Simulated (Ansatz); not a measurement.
# Rh (Rhodium, Fm-3m): thermal expansion from first principles, part 3 of 3

Wanted: α(T), C_P(T) and B(T) of Rhodium in the quasi-harmonic approximation.

Ansatz 0.2.0; DFT PBEsol, scalar-relativistic, plane waves, PAW.

So far, principal linear expansion coefficients at 298 K (× 1e-6/K): step 6 (phonons on strained cells) 8.08. The relaxed cell has a = 3.779 Å (conventional setting).

The database entry behind the starting cell differs from later determinations by our own check (an axis about 0.2 % short against later determinations), so it need not match the best structure at ambient conditions.

## Step 7: Phonons on strained cells, cutoff 487.2 eV, k-mesh 32×32×32

Thermal expansion follows from how the free energy of the vibrations (and of the electrons in a metal) changes with strain, so the program makes strained cells, their phonons and a fit in one run.

input.yaml

```yaml
crystal:
  lattice:
    - [0.0, 1.889797941, 1.889797941]
    - [1.889797941, 0.0, 1.889797941]
    - [1.889797941, 1.889797941, 0.0]
  atoms:
    - { symbol: Rh, position: [0.0, 0.0, 0.0] }
kpoints:
  mp_grid: { grid: [32, 32, 32] }
hamiltonian:
  xc: pbesol
scf:
  occupations: { method: methfessel_paxton, width: 0.2 }
  lower_state_search: "off"
output:
  eigenvalues: true
phonons:
  method: dfpt
  qmesh: [4, 4, 4]
  temperatures: { t_max: 1200.0, t_step: 50 }
  thermal_expansion: {}
```

Launch:

```sh
ansatz run input.yaml --threads 8 --pin off --max-ram 16384MiB --backend cpu --events-out ev --progress --plain --runs-dir out
```

Numbers of over 12 decimals in the logs are rounded to 6 here.

What it wrote:

```text
The last accepted step is kept in <dir> (removed where the run ends without a failure and the disk answers)
Engine: ansatz 0.2.0, aarch64-unknown-linux-gnu
Pseudopotentials: kind: paw
Pseudopotential: Rh, paw, valence charge 17, recommended cutoff 420 eV (normal), Rh.paw.azcp
Functional definition: PBEsol
  exchange = pbesol_x
  correlation = pbesol_c
Crystal: 1 atoms, lattice volume = 13.498 Å³
Basis set: ecut = 487.2 eV, 331 PW (Γ), exchange–correlation on 40×40×40 points (8 copies of the dense FFT grid, shifted against one another)
Bands: 13, of which v1, the nominal top of the filled ones, is band 9 counted from 1 (8 counted from 0)
Symmetry: 48 space group operations
Space group: Fm-3m (ITA 225), of the structure as read, at distance tolerance 2.4e-5 Å
k-points: 897 of 32768
Non-local potential: Rh, projectors of the file, l = 0: 3, l = 1: 2, l = 2: 2, l = 3: 1
PAW form: soft (Blöchl's): semilocal exchange-correlation on the pseudo side does not see the compensation charge
PAW frozen core: Rh, regenerated for the run's functional, and the local potential with it (the file was generated under x = pbe(κ = 0.804, μ = 0.219515), c = pbe(β = 0.066725))
PAW one-centre angular grid: Rh, 590 points (default); XC on 64 Gauss nodes
Initial density: superposition of atomic densities (neutral atoms: chi_scale 0, normalization atom), corrected by the library's trained network
Initial wavefunctions: pseudopotential atomic-orbital guess
Functional: x = pbesol(κ = 0.804, μ = 0.123457), c = pbesol(β = 0.046)
SCF iter   1: F=—  HF=-6338.750204 eV  |F-HF|=—  |Δ(HF+E_count)|=         —  Δρ=9.76e-3  dr2=1.05e-2  ethr=1.77e-3  ⟨swp⟩=4.7  Hψ=62660  notcnv=0
preconditioner: auto → none  [metal: Δε(μ)=0.001 eV  Ē_g=14.167 eV  σ=0.200 eV  W_gap=0.00  n_scr=0 (ndim 8)  ℏωp=30.3 eV  f_vac=0.000  D(μ)=1.26/eV (n_scr^D=14)]
SCF iter   2: F=—  HF=-6338.747427 eV  |F-HF|=—  |Δ(HF+E_count)|=   2.78e-3  S|Δr|=    0.00e0  Δρ=3.74e-3  dr2=1.12e-3  ethr=6.20e-5  ⟨swp⟩=2.6  Hψ=24790  notcnv=0
SCF iter   3: F=—  HF=-6338.747102 eV  |F-HF|=—  |Δ(HF+E_count)|=   3.24e-4  S|Δr|=    0.00e0  Δρ=1.36e-3  dr2=4.37e-5  ethr=6.60e-6  ⟨swp⟩=2.4  Hψ=17148  notcnv=0
SCF iter   4: F=—  HF=-6338.747095 eV  |F-HF|=—  |Δ(HF+E_count)|=   6.93e-6  S|Δr|=    0.00e0  Δρ=1.09e-4  dr2=5.17e-7  ethr=2.57e-7  ⟨swp⟩=2.1  Hψ=19277  notcnv=0
SCF iter   5: F=—  HF=-6338.747096 eV  |F-HF|=—  |Δ(HF+E_count)|=   9.30e-7  S|Δr|=    0.00e0  Δρ=1.79e-5  dr2=6.35e-9  ethr=3.04e-9  ⟨swp⟩=2.0  Hψ=18704  notcnv=0
SCF iter   6: F=—  HF=-6338.747096 eV  |F-HF|=—  |Δ(HF+E_count)|=   3.48e-9  S|Δr|=    0.00e0  Δρ=3.16e-6  dr2=2.24e-10  ethr=3.73e-11  ⟨swp⟩=2.2  Hψ=15884  notcnv=0
[...]
E_nonlocal   = 356.209559
  E_hartree    = 540.435066
  E_xc         = -220.864877
  E_vxc        = -278.303451  (∫ρ·V_xc dr)
  E_paw        = -3523.781352  (= ΣΔE_a)
  E_vpaw       = -271.566045  (= ΣTr[D̂ρ^β])
  E_aug_tail   = 0.000667  (compensation charges beyond the density's cutoff)
  E_ewald      = -2524.065119
  E_core_change = 0.276200  (= ΣΔE_core)
  E_smearing   = 0.000154  (= −TS)
  E_closure    = -0.000000  (closes the sum)
  Σ components = -6338.747096   (vs F -6338.747096, Δ=0.00e0)
--- Forces (eV/Å), atoms counted from 1 ---
  atom   1  Rh    -0.00000000     0.00000000     0.00000000
  max |Σ_I F_I| component: 1.03e-31 eV/Å
--- Stress (GPa, compression-positive) ---
        0.001020      -0.000000       0.000000
        0.000000       0.001020      -0.000000
        0.000000      -0.000000       0.001020
  P = ⅓ Tr σ = 0.0010 GPa (0.010 kbar)
--- Band table (eV; the first three rows and the last of 897) ---
  k-point 0: bands = [... 5 lower, 19.5853, 19.5853, 19.5853, 21.7597, 21.7597, 38.4864, 43.9078, 43.9078]
  k-point 1: bands = [... 5 lower, 19.5665, 19.6016, 19.6016, 21.7501, 21.7501, 38.5463, 43.6827, 43.9670]
  k-point 2: bands = [... 5 lower, 19.5131, 19.6488, 19.6488, 21.7238, 21.7238, 38.7202, 43.1031, 44.1429]
  k-point 896: bands = [... 5 lower, 18.8370, 18.8370, 21.5283, 23.8045, 32.4695, 32.4695, 34.0910, 35.5679]
── thermal expansion: 3 new cells, 3 in all ──
thermal expansion: relaxation of cell 2
thermal expansion: relaxation of cell 3
── thermal expansion: 2 new cells, 5 in all ──
thermal expansion: relaxation of cell 4
thermal expansion: electrons of cell 4
thermal expansion: phonons of cell 4
thermal expansion, phonons of cell 4: phonons.qmesh, q = [0.0000, 0.2500, -0.5000]: its response loops start from zero, take more passes and end by a threshold: the memory limit or budget leaves too little room for the subspace of the ground state's own states beside the solves, or none could be made (phonons.method)
thermal expansion: relaxation of cell 5
thermal expansion: electrons of cell 1
thermal expansion: electrons of cell 2
thermal expansion: electrons of cell 3
thermal expansion: electrons of cell 5
thermal expansion: phonons of cell 5
thermal expansion, phonons of cell 5: phonons.qmesh, q = [0.0000, 0.2500, -0.5000]: its response loops start from zero, take more passes and end by a threshold: the memory limit or budget leaves too little room for the subspace of the ground state's own states beside the solves, or none could be made (phonons.method)
── thermal expansion: 5 new cells, 10 in all ──
thermal expansion: relaxation of cell 6
thermal expansion: relaxation of cell 7
thermal expansion: relaxation of cell 8
thermal expansion: relaxation of cell 9
thermal expansion: relaxation of cell 10
thermal expansion: electrons of cell 6
thermal expansion: electrons of cell 7
thermal expansion: electrons of cell 8
thermal expansion: electrons of cell 9
thermal expansion: electrons of cell 10
thermal expansion: phonons of cell 6
thermal expansion, phonons of cell 6: phonons.qmesh, q = [0.0000, 0.2500, -0.5000]: its response loops start from zero, take more passes and end by a threshold: the memory limit or budget leaves too little room for the subspace of the ground state's own states beside the solves, or none could be made (phonons.method)
[key lines of the parts left out:]
SCF converged after 7 iterations
Free energy (F): -6338.747096 eV
Fermi energy:    22.775652 eV
```

Run time: 30 min. Hardware: 8 threads of Arm Neoverse V2, shared host; peak memory 11 GiB.

The run was cut off at its time limit.

## Step 8: Phonons on strained cells, cutoff 487.2 eV, k-mesh 21×21×21

The study relaxes the crystal at several strains, solves the phonons on some of them and minimises the free energy at each temperature (static energy, vibrations, the electrons in a metal, and PV under a set pressure); the q-mesh sets how far the force constants reach.

Changes to input.yaml since step 7:

```diff
@@ -8,3 +8,3 @@
 kpoints:
-  mp_grid: { grid: [32, 32, 32] }
+  mp_grid: { grid: [21, 21, 21] }
 hamiltonian:
@@ -18,3 +18,3 @@
   method: dfpt
-  qmesh: [4, 4, 4]
+  qmesh: [7, 7, 7]
   temperatures: { t_max: 1200.0, t_step: 50 }
```

What it wrote:

```text
The last accepted step is kept in <dir> (removed where the run ends without a failure and the disk answers)
Engine: ansatz 0.2.0, aarch64-unknown-linux-gnu
Pseudopotentials: kind: paw
Pseudopotential: Rh, paw, valence charge 17, recommended cutoff 420 eV (normal), Rh.paw.azcp
Functional definition: PBEsol
  exchange = pbesol_x
  correlation = pbesol_c
Crystal: 1 atoms, lattice volume = 13.498 Å³
Basis set: ecut = 487.2 eV, 331 PW (Γ), exchange–correlation on 40×40×40 points (8 copies of the dense FFT grid, shifted against one another)
Bands: 13, of which v1, the nominal top of the filled ones, is band 9 counted from 1 (8 counted from 0)
Symmetry: 48 space group operations
Space group: Fm-3m (ITA 225), of the structure as read, at distance tolerance 2.4e-5 Å
k-points: 286 of 9261
Non-local potential: Rh, projectors of the file, l = 0: 3, l = 1: 2, l = 2: 2, l = 3: 1
PAW form: soft (Blöchl's): semilocal exchange-correlation on the pseudo side does not see the compensation charge
PAW frozen core: Rh, regenerated for the run's functional, and the local potential with it (the file was generated under x = pbe(κ = 0.804, μ = 0.219515), c = pbe(β = 0.066725))
PAW one-centre angular grid: Rh, 590 points (default); XC on 64 Gauss nodes
Initial density: superposition of atomic densities (neutral atoms: chi_scale 0, normalization atom), corrected by the library's trained network
Initial wavefunctions: pseudopotential atomic-orbital guess
Functional: x = pbesol(κ = 0.804, μ = 0.123457), c = pbesol(β = 0.046)
SCF iter   1: F=—  HF=-6338.750945 eV  |F-HF|=—  |Δ(HF+E_count)|=         —  Δρ=1.00e-2  dr2=1.11e-2  ethr=1.77e-3  ⟨swp⟩=4.7  Hψ=19963  notcnv=0
preconditioner: auto → none  [metal: Δε(μ)=0.017 eV  Ē_g=14.163 eV  σ=0.200 eV  W_gap=0.07  n_scr=0 (ndim 8)  ℏωp=30.3 eV  f_vac=0.000  D(μ)=1.16/eV (n_scr^D=14)]
SCF iter   2: F=—  HF=-6338.747981 eV  |F-HF|=—  |Δ(HF+E_count)|=   2.96e-3  S|Δr|=    0.00e0  Δρ=3.80e-3  dr2=1.14e-3  ethr=6.55e-5  ⟨swp⟩=2.6  Hψ=7893  notcnv=0
SCF iter   3: F=—  HF=-6338.747648 eV  |F-HF|=—  |Δ(HF+E_count)|=   3.32e-4  S|Δr|=    0.00e0  Δρ=1.39e-3  dr2=4.67e-5  ethr=6.70e-6  ⟨swp⟩=2.4  Hψ=5469  notcnv=0
SCF iter   4: F=—  HF=-6338.747639 eV  |F-HF|=—  |Δ(HF+E_count)|=   9.19e-6  S|Δr|=    0.00e0  Δρ=1.10e-4  dr2=5.36e-7  ethr=2.75e-7  ⟨swp⟩=2.1  Hψ=6132  notcnv=0
SCF iter   5: F=—  HF=-6338.747640 eV  |F-HF|=—  |Δ(HF+E_count)|=   7.48e-7  S|Δr|=    0.00e0  Δρ=1.88e-5  dr2=6.67e-9  ethr=3.15e-9  ⟨swp⟩=2.0  Hψ=5882  notcnv=0
SCF iter   6: F=—  HF=-6338.747640 eV  |F-HF|=—  |Δ(HF+E_count)|=   4.88e-9  S|Δr|=    0.00e0  Δρ=3.28e-6  dr2=2.40e-10  ethr=3.92e-11  ⟨swp⟩=2.1  Hψ=5162  notcnv=0
SCF iter   7: F=-6338.747640 eV  HF=-6338.747640 eV  |F-HF|=3.64e-12  |Δ(HF+E_count)|=  3.64e-12  S|Δr|=    0.00e0  Δρ=1.89e-7  dr2=1.65e-12  ethr=1.00e-12  ⟨swp⟩=5.7  Hψ=15382  notcnv=0
SCF 1 converged in 7 iterations: F = -6338.747640 eV  dr2 = 1.65e-12
[...]
relax step   1: F+E_penalty+E_count = -6338.74763993 eV  Δ(F+E_penalty+E_count) = +0.000e0 eV  max|allowed force component| = 0.000e0 eV/Å  Δτ_max = 0.0000 Å  (7 SCF iters, accepted)
SCF converged after 7 iterations
Stability not checked: this state was not tested for a lower state beside it, because cold or Methfessel-Paxton smearing, or corrected tetrahedra, fill the levels in a way that the test cannot read (fill_not_monotonic; see scf.lower_state_search)
Free energy (F): -6338.747640 eV
Harris-Foulkes:  -6338.747640 eV  (|F-HF|=3.64e-12)
Internal energy: -6338.749026 eV  (E = F + TS)
E sigma→0 (E₀):  -6338.747986 eV
Entropy (-TS):   0.001386 eV (1.386 meV/atom)
Fermi energy:    22.773884 eV
--- Per-component energies (eV) ---
  E_band       = -79.802559
  E_kinetic    = 573.740199
  E_local      = -1540.625241  (includes V_loc(G=0)·N_el)
  E_nonlocal   = 356.183367
  E_hartree    = 540.373293
  E_xc         = -220.864456
  E_vxc        = -278.302880  (∫ρ·V_xc dr)
  E_paw        = -3523.767935  (= ΣΔE_a)
  E_vpaw       = -271.545304  (= ΣTr[D̂ρ^β])
  E_aug_tail   = 0.000667  (compensation charges beyond the density's cutoff)
  E_ewald      = -2524.065119
  E_core_change = 0.276200  (= ΣΔE_core)
  E_smearing   = 0.001386  (= −TS)
  E_closure    = -0.000000  (closes the sum)
  Σ components = -6338.747640   (vs F -6338.747640, Δ=0.00e0)
--- Forces (eV/Å), atoms counted from 1 ---
  atom   1  Rh    -0.00000000     0.00000000     0.00000000
  max |Σ_I F_I| component: 6.57e-32 eV/Å
--- Stress (GPa, compression-positive) ---
       -0.054511      -0.000000       0.000000
       -0.000000      -0.054511       0.000000
       -0.000000      -0.000000      -0.054511
  P = ⅓ Tr σ = -0.0545 GPa (-0.545 kbar)
--- Band table (eV; the first three rows and the last of 286) ---
  k-point 0: bands = [... 5 lower, 19.5828, 19.5828, 19.5828, 21.7564, 21.7564, 38.4868, 43.9076, 43.9076]
  k-point 1: bands = [... 5 lower, 19.5400, 19.6203, 19.6203, 21.7348, 21.7348, 38.6242, 43.4120, 44.0445]
  k-point 2: bands = [... 5 lower, 19.4270, 19.7224, 19.7224, 21.6830, 21.6830, 39.0064, 42.2933, 44.4464]
  k-point 285: bands = [... 5 lower, 18.6392, 19.0249, 21.5443, 23.7598, 31.8201, 32.8480, 34.2830, 35.7395]
── thermal expansion: 3 new cells, 3 in all ──
thermal expansion: relaxation of cell 2
thermal expansion: relaxation of cell 3
── thermal expansion: 2 new cells, 5 in all ──
thermal expansion: relaxation of cell 4
thermal expansion: electrons of cell 4
thermal expansion: phonons of cell 4
thermal expansion: relaxation of cell 5
thermal expansion: electrons of cell 1
thermal expansion: electrons of cell 2
thermal expansion: electrons of cell 3
thermal expansion: electrons of cell 5
thermal expansion: phonons of cell 5
this run last wrote the structure of step 1 to <dir>
--- Relaxed structure (1 steps of the walk, 1 accepted, 0 SCFs on fresh bases) ---
  F+E_penalty+E_count = -6338.74763993 eV   max|allowed force component| = 0.000e0 eV/Å
  atoms:
    - { symbol: Rh, position: [0.0, 0.0, 0.0] }
--- Thermal expansion: 5 cells in 2 rounds, 0 GPa ---
  no lower state was looked for at cell 4: scf.lower_state_search: off
  not told: in the phonons of cell 5: cancelled by the caller ahead of an NSCF pass
Error: SIGTERM received: cancelled by the caller ahead of an NSCF pass
```

Wall time 17 min (8 threads); peak memory 4.6 GiB.

The run was cut off at its time limit.

The program's message: “cancelled by the caller ahead of an NSCF pass”

## Step 9: What came out

| Property | Result |
| --- | --- |
| settings of these figures | PBEsol, 550 eV, k 20×20×20, q 4×4×4 |
| volume expansion coefficient at 298 K | 24.25 1e-6/K |
| C_P at 298 K | 24.72 J/mol-atom/K |
| entropy at 298 K | 31.55 J/mol-atom/K |
| isothermal bulk modulus at 298 K | 283.1 GPa |
| Grüneisen parameter at 298 K | 2.314 |
| volume at 298 K | 13.60 Å³/atom |
| principal linear expansion coefficients at 298 K | 8.084, 8.084, 8.084 1e-6/K |

In words: Near room temperature Rhodium expands by 24.3 × 10⁻⁶/K in volume by PBEsol, with C_P = 24.7 J/(mol K) per mole of atoms and B_T = 283 GPa. The q-mesh is coarse, and the expansion can converge slowly with it. C_P at room temperature is 99 % of the classical 3R an atom. In this metal the study includes the electrons' free energy, which adds a term that grows with temperature, so the heat capacities need not level off at 3R. The PAW files were made for PBE and are used here under another functional, for which the program regenerates the frozen cores.

[Logs are printed without paths, hosts, clocks, repeated set-up lines and the standing remarks that a program may print on its own settings, such as how far it seeks lower states.]

[Hosts, paths, dates, database ids (printed as entryN), source tags and the programs' standing remarks are cut or masked in the printed files.]

[A step with changed settings may run another functional than the one named; its input shows which.]
